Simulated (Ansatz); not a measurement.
Two G0W0 runs on WSi2N4/WSi2N4 (MoSi2N4 type multilayer).

The cell holds 14 atoms: 2 W, 8 N and 4 Si. Its edges and angles: a = 2.885 Å, b = 2.885 Å, c = 56.300 Å, α = 90.0°, β = 90.0°, γ = 120.0°. It derives from N4Si2W1. Regions: layer 1 (WSi2N4), 7 atoms (1 W, 4 N and 2 Si); layer 2 (WSi2N4), 7 atoms (1 W, 4 N and 2 Si). Vacuum lies along c.

```xyz
14
Lattice="2.8846 0.0000 0.0000 -1.4423 2.4981 0.0000 0.0000 0.0000 56.3000" Properties=species:S:1:pos:R:3
W     0.0000    0.0000   23.3471
N     0.0000    1.6654   24.5880
N     0.0000    1.6654   22.1050
Si    0.0000    1.6654   26.3214
Si    0.0000    1.6654   20.3699
N     1.4423    0.8327   26.8170
N     1.4423    0.8327   19.8628
W     0.0000    0.0000   32.9529
N     1.4423    0.8327   34.1950
N     1.4423    0.8327   31.7120
Si    1.4423    0.8327   35.9301
Si    1.4423    0.8327   29.9786
N     0.0000    1.6654   36.4372
N     0.0000    1.6654   29.4830
```

The structure was relaxed with PBEsol-D3(BJ). The runs that relaxed it are not among those shown. Spin-orbit coupling is left out unless a run names it.

The first (Ansatz 0.2.0; start PBEsol, 9×9×1 mesh, 482 empty bands, screening to 65 eV, PAW set soft_1 files; 1 × NVIDIA H100 80GB HBM3 (shared by 6 runs) with 2 threads of AMD EPYC 7R13 (Zen 3), shared host) gave, on its mesh: starting gap 1.99 eV, G0W0 gap 2.79 eV, mean of 1 + 4πα/V (set by the cell height) 2.80, 2.2 min.

The second gave: starting gap 1.99 eV, G0W0 gap 2.85 eV, mean of 1 + 4πα/V (set by the cell height) 2.81, 76 s.

Q: What was changed in the input? Choose among start, files, mesh, bands and cutoff, frequency model or another key.

Changed: empty bands from 482 to 198 and screening cutoff (eV) from 65.0 to 36. The starting gap stayed, which rules out the functional and points to the GW step. Other changes could give like numbers; this is the one that was made.

Limits: not at the basis limit; coarse mesh for a sheet; no spin-orbit coupling.

[Paths, hosts, dates, memory and timing lines, banners, echoed tables and standing remarks are left out of the program output.]

[Logs are printed without paths, hosts, clocks, repeated set-up lines and the standing remarks that a program may print on its own settings, such as how far it seeks lower states.]

[Runs of the session that timed out or met a known fault of the program may be left out.]

[Cells called generated may have been cut or substituted from an entry of the Crystallography Open Database or the Materials Project.]

[Hosts, paths, dates, database ids (printed as entryN), source tags and the programs' standing remarks are cut or masked in the printed files.]
